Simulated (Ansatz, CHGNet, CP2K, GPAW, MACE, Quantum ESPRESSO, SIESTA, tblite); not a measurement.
# W(100)/Au(100) interface (51 atoms): one structure in several programs

Aim: run W(100)/Au(100) interface (51 atoms) in several programs and set results and cost side by side. A plane-wave run serves as the reference.

Calculated with Quantum ESPRESSO 7.5; Kohn-Sham DFT, PBE, SSSP efficiency 1.3.0 pseudopotentials, plane waves.

**1. The structure**

The cell holds 51 atoms: 24 W and 27 Au. Its edges and angles: a = 8.952 Å, b = 8.952 Å, c = 22.049 Å, α = 90.0°, β = 90.0°, γ = 90.0°. Bcc W(100), 3 repeat layers, 8 surface cells, strained +0.00 and +0.00 %; fcc Au(100), 3 layers, 9 cells, +3.48 and +3.48 %; outer planes 2.92 Å apart, 12 Å of vacuum above; not relaxed, displaced by a Gaussian of 0.02 Å. Then every atom was moved at random, 0.05 Å r.m.s. a Cartesian component. Regions: W, 24 atoms (24 W); Au, 27 atoms (27 Au). Vacuum lies along c.

**2. Plane-wave reference**

pw.in reads:

```
&control
  calculation = 'scf'
  pseudo_dir = './pseudo'
  outdir = './tmp'
  disk_io = 'none'
  tprnfor = .true.
/
&system
  ibrav = 0
  nat = 51
  ntyp = 2
  ecutwfc = 45
  ecutrho = 360
  nosym = .true.
  occupations = 'smearing'
  smearing = 'fd'
  degauss = 0.003675
/
&electrons
  conv_thr = 2.5e-07
  electron_maxstep = 100
  mixing_beta = 0.2
  mixing_mode = 'local-TF'
  diagonalization = 'david'
/
ATOMIC_SPECIES
W 183.840 W.upf
Au 196.967 Au.upf
CELL_PARAMETERS angstrom
8.95200 0.00000 0.00000
0.00000 8.95200 0.00000
0.00000 0.00000 22.04922
ATOMIC_POSITIONS crystal
W 0.74248 0.75687 0.27079
W 0.76173 0.49771 0.34124
W 0.74931 0.74563 0.41362
W 0.73904 0.24699 0.27461
W 0.75356 0.99912 0.34326
W 0.76011 0.25641 0.41512
W 0.48862 0.50264 0.27374
W 0.49392 0.26018 0.34704
W 0.50134 0.50220 0.41205
W 0.49949 0.00978 0.27419
W 0.50251 0.75750 0.34532
W 0.49403 0.00499 0.42103
[... 35 atom lines left out ...]
Au 0.39199 0.15800 0.72060
Au 0.06335 0.47064 0.55036
Au 0.22332 0.65098 0.63769
Au 0.39868 0.48756 0.73072
K_POINTS gamma
```

Command:

```
$ OMP_NUM_THREADS=1 mpirun -np 4 pw.x -in pw.in > output.txt
```

Log:

```text
Program PWSCF
     gamma-point specific algorithms are used
     one sub-group per band group will be used
     scalapack distributed-memory algorithm (size of sub-group:  2*  2 procs)
     Parallelization info
     sticks:   dense  smooth     PW     G-vecs:    dense   smooth      PW
     Min        2049    1022    258               343787   121554   15182
     Max        2056    1024    259               343792   121571   15191
     Sum        8205    4093   1033              1375159   486261   60745
     bravais-lattice index     =            0
     lattice parameter (alat)  =      16.9168  a.u.
     unit-cell volume          =   11924.2200 (a.u.)^3
     number of atoms/cell      =           51
     number of atomic types    =            2
     number of electrons       =       849.00
[... lines left out ...]
     scf convergence threshold =      2.5E-07
[... lines left out ...]
     number of k points=     1  Fermi-Dirac smearing, width (Ry)=  0.0037
[... lines left out ...]
     total energy              =  -11231.50836633 Ry
[... lines left out ...]
     total energy              =  -11225.01146313 Ry
[... lines left out ...]
     total energy              =  -11234.65033550 Ry
[... lines left out ...]
     total energy              =  -11232.76923526 Ry
[...]
iteration # 24     ecut=    45.00 Ry     beta= 0.20
     total energy              =  -11232.76923480 Ry
     estimated scf accuracy    <       0.00000035 Ry
     iteration # 25     ecut=    45.00 Ry     beta= 0.20
     End of self-consistent calculation
          k = 0.0000 0.0000 0.0000 ( 30373 PWs)   bands (ev):
   -97.6772 -97.6498 -97.6269 -97.6149 -97.5832 -97.5567 -97.5449 -97.5188
   -97.5097 -97.4800 -97.4696 -97.4464 -97.4443 -97.4311 -97.4164 -97.4057
   -97.3627 -97.3571 -97.0521 -97.0009 -96.9619 -96.9381 -96.8715 -96.8482
[...]
11.2284  11.2402  11.2701  11.2887  11.3102  11.3445  11.3863  11.4340
    11.5948  11.6063  11.6548  11.8271  11.8355  11.8514  11.8653  11.8970
    11.9385  11.9709  12.0068  12.0198  12.1048  12.1343
     the Fermi energy is     7.6602 ev
!    total energy              =  -11232.76923483 Ry
     estimated scf accuracy    <       0.00000017 Ry
     smearing contrib. (-TS)   =      -0.04156043 Ry
     internal energy E=F+TS    =  -11232.72767440 Ry
     The total energy is F=E-TS. E is the sum of the following terms:
     one-electron contribution =  -48448.44632486 Ry
     hartree contribution      =   24255.29732775 Ry
     xc contribution           =   -1669.34130321 Ry
     ewald contribution        =   14629.76262593 Ry
     convergence has been achieved in  25 iterations
     Forces acting on atoms (cartesian axes, Ry/au):
     atom    1 type  1   force =     0.00328366    0.02620438    0.06591491
     atom    2 type  1   force =    -0.07692001    0.02181586   -0.00204703
     atom    3 type  1   force =     0.01019107    0.00878693   -0.00749530
[...]
atom   50 type  2   force =     0.00360685   -0.00537837    0.00924138
     atom   51 type  2   force =    -0.00704796   -0.00668653   -0.01723091
     Total force =     0.307884     Total SCF correction =     0.002088
     Message from routine punch:
     Nothing written, as per user request (disk_io='none')
```

Run time: 9.9 min. Hardware: 4 MPI ranks of Arm Neoverse V1, shared host; peak memory 6.2 GiB.

Banners and routine set-up lines are dropped from the logs; longer cuts are marked.

Numbers from this run:

* r.m.s. force component: 0.64 eV/Å
* longest force: 2.056 eV/Å

**3. Local order**

Normalised to the volume that the atoms fill. g(r), total and by pair (bins of 0.1 Å):

| r (Å) | total | Au-Au | Au-W | W-W |
| --- | --- | --- | --- | --- |
| 2.45 | 0.00 | 0.00 | 0.00 | 0.00 |
| 2.55 | 0.18 | 0.00 | 0.00 | 0.82 |
| 2.65 | 1.44 | 0.30 | 0.00 | 6.12 |
| 2.75 | 3.02 | 1.69 | 0.00 | 11.50 |
| 2.85 | 4.20 | 11.30 | 0.00 | 4.70 |
| 2.95 | 3.18 | 11.10 | 0.14 | 0.00 |
| 3.05 | 2.52 | 6.47 | 0.13 | 2.90 |
| 3.15 | 1.82 | 0.66 | 0.24 | 6.82 |
| 3.25 | 1.25 | 0.00 | 0.23 | 5.15 |
| 3.35 | 0.27 | 0.00 | 0.43 | 0.24 |
| 3.45 | 0.15 | 0.00 | 0.30 | 0.00 |
| 3.55 | 0.05 | 0.00 | 0.09 | 0.00 |
| 3.65 | 0.00 | 0.00 | 0.00 | 0.00 |
| 3.75 | 0.13 | 0.00 | 0.25 | 0.00 |
| 3.85 | 0.20 | 0.43 | 0.16 | 0.00 |
| 3.95 | 0.19 | 0.55 | 0.08 | 0.00 |
| 4.05 | 0.26 | 0.52 | 0.22 | 0.00 |
| 4.15 | 0.80 | 2.49 | 0.21 | 0.00 |
| 4.25 | 1.03 | 3.31 | 0.14 | 0.15 |
| 4.35 | 0.47 | 0.34 | 0.06 | 1.57 |
| 4.45 | 1.24 | 0.11 | 0.30 | 4.78 |
| 4.55 | 0.90 | 0.00 | 0.12 | 3.81 |
| 4.65 | 0.28 | 0.20 | 0.22 | 0.51 |
| 4.75 | 0.11 | 0.00 | 0.21 | 0.00 |
| 4.85 | 0.51 | 0.91 | 0.51 | 0.00 |
| 4.95 | 0.78 | 1.92 | 0.49 | 0.00 |
| 5.05 | 1.62 | 5.04 | 0.33 | 0.21 |
| 5.15 | 2.42 | 5.50 | 0.23 | 3.47 |
| 5.25 | 1.85 | 1.41 | 0.44 | 5.60 |
| 5.35 | 0.95 | 0.00 | 0.42 | 3.33 |
| 5.45 | 0.55 | 0.00 | 0.28 | 1.83 |
| 5.55 | 0.45 | 0.14 | 0.51 | 0.71 |
| 5.65 | 0.38 | 0.33 | 0.42 | 0.34 |
| 5.75 | 0.49 | 0.97 | 0.44 | 0.00 |
| 5.85 | 0.60 | 1.50 | 0.35 | 0.00 |
| 5.95 | 0.49 | 1.33 | 0.24 | 0.00 |
| 6.05 | 0.54 | 1.30 | 0.36 | 0.00 |
| 6.15 | 0.22 | 0.00 | 0.41 | 0.07 |
| 6.25 | 0.46 | 0.00 | 0.40 | 1.18 |
| 6.35 | 0.49 | 0.00 | 0.39 | 1.34 |
| 6.45 | 0.48 | 0.31 | 0.49 | 0.66 |
| 6.55 | 0.77 | 2.09 | 0.37 | 0.00 |
| 6.65 | 1.22 | 3.54 | 0.44 | 0.06 |
| 6.75 | 1.10 | 2.69 | 0.64 | 0.12 |

**4. What was run beside it**

The programs:
- CHGNet: machine-learned potential, published weights.
- CP2K 2026.2: Gaussian basis with GTH pseudopotentials and a plane-wave density; labels give functional, basis (MOLOPT sets; SR short-range, UZH the newer set with its own potentials), grid cutoff/relative cutoff and solver (OT: orbital transformation; TRS4, TC2, SIGN: linear-scaling purification with its sparsity filter), or its built-in tight binding.
- GPAW 26.7.0: PAW with atomic orbitals (LCAO), plane waves or a real-space grid of spacing h.
- MACE: machine-learned potential, published weights.
- SIESTA 5.4.2: numerical atomic orbitals, whose automatically made sets are far from complete, with PseudoDojo norm-conserving potentials that we converted to its format (checked against plane waves on the same files for H, C, O, Si, Ge and Ca alone); labels give functional, basis size, energy shift and mesh cutoff.
- tblite 0.8.0: extended tight binding, driven from Python.

All use the same cell and atoms; the electronic-structure runs use the same k-mesh, and an electronic temperature of 580 K (0.05 eV) where levels are smeared.

Differences are against the plane-wave reference, forces as r.m.s. over components; share is that over the reference's r.m.s. force, slope the least-squares factor from reference forces to these. Total energies of different programs have different zeros and aren't compared.

| run | Δ force, r.m.s. (meV/Å) | share (%) | slope | cores | CPU time | memory (GiB) |
| --- | --- | --- | --- | --- | --- | --- |
| reference | - | - | - | 4 | 40 min | 6.2 |
| CHGNet 0.3.0 potential | 429 | 67.0 | 0.520 | 1 | 4.4 s | 0.67 |
| CP2K BLYP, DZVP-MOLOPT-SR, 350/50 Ry, diagonalisation | 332 | 51.8 | 1.070 | 2 | 18 min | 2.4 |
| CP2K PBE, DZVP-MOLOPT-SR, 350/50 Ry, diagonalisation | 161 | 25.1 | 1.101 | 2 | 19 min | 2.4 |
| CP2K PBE, DZVP-MOLOPT-SR, 350/70 Ry, diagonalisation | 161 | 25.2 | 1.101 | 2 | 22 min | 2.4 |
| CP2K PBE, TZV2P-MOLOPT (SR for W, Au), 350/50 Ry, diagonalisation | 122 | 19.0 | 1.081 | 4 | 27 min | 5.6 |
| CP2K PBE, TZV2P-UZH, 350/50 Ry, diagonalisation | 121 | 18.9 | 1.079 | 4 | 33 min | 6.8 |
| GPAW PBE, plane waves 450 eV | 63.1 | 9.85 | 1.032 | 4 | 21 min | 2.4 |
| MACE MP-0b2 small potential | 804 | 126 | 0.515 | 1 | 7.9 s | 0.67 |
| MACE MP-0b3 medium potential | 865 | 135 | 0.369 | 1 | 10 s | 0.72 |
| SIESTA PBE, DZ, shift 0.01 Ry, mesh 300 Ry (coarse) | 273 | 42.7 | 1.119 | 1 | 3.1 min | 0.72 |
| SIESTA PBE, DZP, shift 0.01 Ry, mesh 300 Ry | 106 | 16.6 | 1.030 | 2 | 5.3 min | 1.2 |
| SIESTA PBE, SZ, shift 0.01 Ry, mesh 300 Ry (coarse) | 453 | 70.8 | 1.330 | 1 | 1.7 min | 0.61 |
| SIESTA optB88-vdW, PBE potentials, DZP, shift 0.01 Ry, mesh 300 Ry | 113 | 17.7 | 1.023 | 2 | 22 min | 1.9 |
| tblite GFN1-xTB | 727 | 114 | 0.875 | 1 | 4.3 s | 0.13 |
| tblite IPEA1-xTB | 526 | 82.2 | 0.814 | 1 | 3.3 s | 0.13 |

Rows marked coarse use a setting chosen to be so.

Times of the machine-learned potentials are mostly Python's start and the loading of weights.

CPU time is summed over cores on a shared host, where runs went side by side, so it is rough. Symmetry, cutoffs, thresholds, outputs and thread counts weren't matched or tuned between programs; memory under MPI is the largest rank's times the ranks.

Runs without a result: GPAW PBE, LCAO dzp, h 0.2 Å (cut off at its time limit of 5.6 min); CP2K GFN1-xTB, diagonalisation (not converged, the SCF not settling); CP2K PBE, SZV-MOLOPT-SR, 350/50 Ry, diagonalisation (cut off at its time limit of 4.4 min); GPAW PBE, LCAO dzp, h 0.2 Å, other mixer settings (cut off at its time limit of 9 min); GPAW PBE, LCAO dzp, h 0.16 Å (cut off at its time limit of 8.4 min).

Mean charges by element (e), by run and scheme:

| run | scheme | W | Au |
| --- | --- | --- | --- |
| CP2K BLYP, DZVP-MOLOPT-SR, 350/50 Ry, diagonalisation | Mulliken | +0.03 | -0.03 |
| CP2K PBE, DZVP-MOLOPT-SR, 350/50 Ry, diagonalisation | Mulliken | +0.04 | -0.03 |
| CP2K PBE, DZVP-MOLOPT-SR, 350/70 Ry, diagonalisation | Mulliken | +0.04 | -0.03 |
| CP2K PBE, TZV2P-MOLOPT (SR for W, Au), 350/50 Ry, diagonalisation | Mulliken | +0.04 | -0.04 |
| CP2K PBE, TZV2P-UZH, 350/50 Ry, diagonalisation | Mulliken | +0.03 | -0.02 |
| SIESTA PBE, DZP, shift 0.01 Ry, mesh 300 Ry | Hirshfeld | 0.00 | 0.00 |
| SIESTA optB88-vdW, PBE potentials, DZP, shift 0.01 Ry, mesh 300 Ry | Hirshfeld | 0.00 | 0.00 |
| tblite GFN1-xTB | Mulliken | +0.02 | -0.02 |
| tblite IPEA1-xTB | Mulliken | +0.05 | -0.04 |

Within one program, basis, potentials and functional, energies share a zero. Each run against its twin at the usual cutoff or grid and solver:

| run | twin | Δ energy (meV/atom) | Δ force, r.m.s. (meV/Å) | CPU time over the twin's |
| --- | --- | --- | --- | --- |
| CP2K PBE, DZVP-MOLOPT-SR, 350/70 Ry, diagonalisation | DZVP-MOLOPT-SR, 350/50 Ry, diagonalisation | -0.0067 | 0.188 | 1.1 |

**5. What came out**

```
reference r.m.s. force component                       : 0.640 eV/Å
nearest in forces                                      : GPAW PBE, plane waves 450 eV, 9.9 %
farthest in forces                                     : MACE MP-0b3 medium potential, 135 %
cheapest electronic-structure run beside the reference : tblite IPEA1-xTB, 3.3 s of CPU time
```

**Reading.** PBE on plane waves or a grid with other potentials, cutoffs or grids, coarse settings apart, differs from the reference by 9.9 % (GPAW PBE, plane waves 450 eV) of the r.m.s. force; potentials, valence shells or grid differ, and the table alone doesn't part them. The PBE runs in local orbitals, coarse settings apart, differ by 17 % (SIESTA PBE, DZP, shift 0.01 Ry, mesh 300 Ry) to 25 % (CP2K PBE, DZVP-MOLOPT-SR, 350/70 Ry, diagonalisation); basis, grid and potentials can all enter. Tight binding differs by 82 % (tblite IPEA1-xTB) to 114 % (tblite GFN1-xTB); it is another model, with fitted parameters of its own, and the xTB methods hold dispersion. Machine-learned potentials differ by 67 % (CHGNet 0.3.0 potential) to 135 % (MACE MP-0b3 medium potential); they were trained on other programs' data. Among those trained on PBE data the slope goes as low as 0.37, with a correlation of 0.30, so directions differ as well as sizes. Rows with another functional or a dispersion term differ by 18 % (SIESTA optB88-vdW, PBE potentials, DZP, shift 0.01 Ry, mesh 300 Ry) to 52 % (CP2K BLYP, DZVP-MOLOPT-SR, 350/50 Ry, diagonalisation), which mixes the change of model with differences of basis and potentials, some of them made for another functional. IPEA1-xTB was fitted to ionisation energies and electron affinities, not to forces or charges. Runs with settings chosen to be coarse differ by 43 % (SIESTA PBE, DZ, shift 0.01 Ry, mesh 300 Ry) to 71 % (SIESTA PBE, SZ, shift 0.01 Ry, mesh 300 Ry), their programs' other errors included. Of the electronic-structure runs that take under half the reference's CPU time, SIESTA PBE, DZP, shift 0.01 Ry, mesh 300 Ry comes nearest, at 17 % in 5.3 min against 40 min. CP2K PBE, DZVP-MOLOPT-SR, 350/50 Ry, diagonalisation stiffens the forces by a factor of 1.10 while following their directions (correlation 0.979); the slopes of the 5 CP2K runs lie between 1.07 and 1.10. Charges hang on model, scheme and program or settings: among these rows the mean for W runs from -0.00 to +0.05 e. In the reference: levels near the Fermi energy are neither full nor empty under the smearing, so no gap is quoted. Periodic xTB results under one method name differ between programs and library versions. The potentials hold different valence shells: 849 electrons in the reference, 633 in CP2K with TZV2P-MOLOPT and 633 in GPAW; this bears on time and differences. The electron count is odd in these runs, and they have no spin polarisation, so the unpaired electron is spread evenly over both spins. Machine-learned potentials mimic data converged in k, so the reference's own k-point error enters their differences. The host structure and its lattice constant were typed by rule, without a check against the phase diagram. The electronic-structure runs sample only Γ, in a cell whose shortest periodic width is 9 Å, which is coarse for a cell with partly filled levels. Spin–orbit coupling is left out, which matters for the levels of the heavy elements.

[Long decimals in the printed logs are rounded to 6 places.]

[Also dropped from logs without a mark: lines with file paths, logging warnings of Python, QE's lines on negative density and diagonalisation, SIESTA's first energy breakdown, zero terms and Voronoi charges.]

[Logs are printed without paths, hosts, clocks, repeated set-up lines and the standing remarks that a program may print on its own settings, such as how far it seeks lower states.]

[Hosts, paths, dates, database ids (printed as entryN), source tags and the programs' standing remarks are cut or masked in the printed files.]

[Not all failed runs are listed: runs killed by the host, ended in a Python traceback or in CONQUEST's support-function errors, and SIESTA runs with faulty potentials for Cu, Fe, Ni or Zn are left out.]
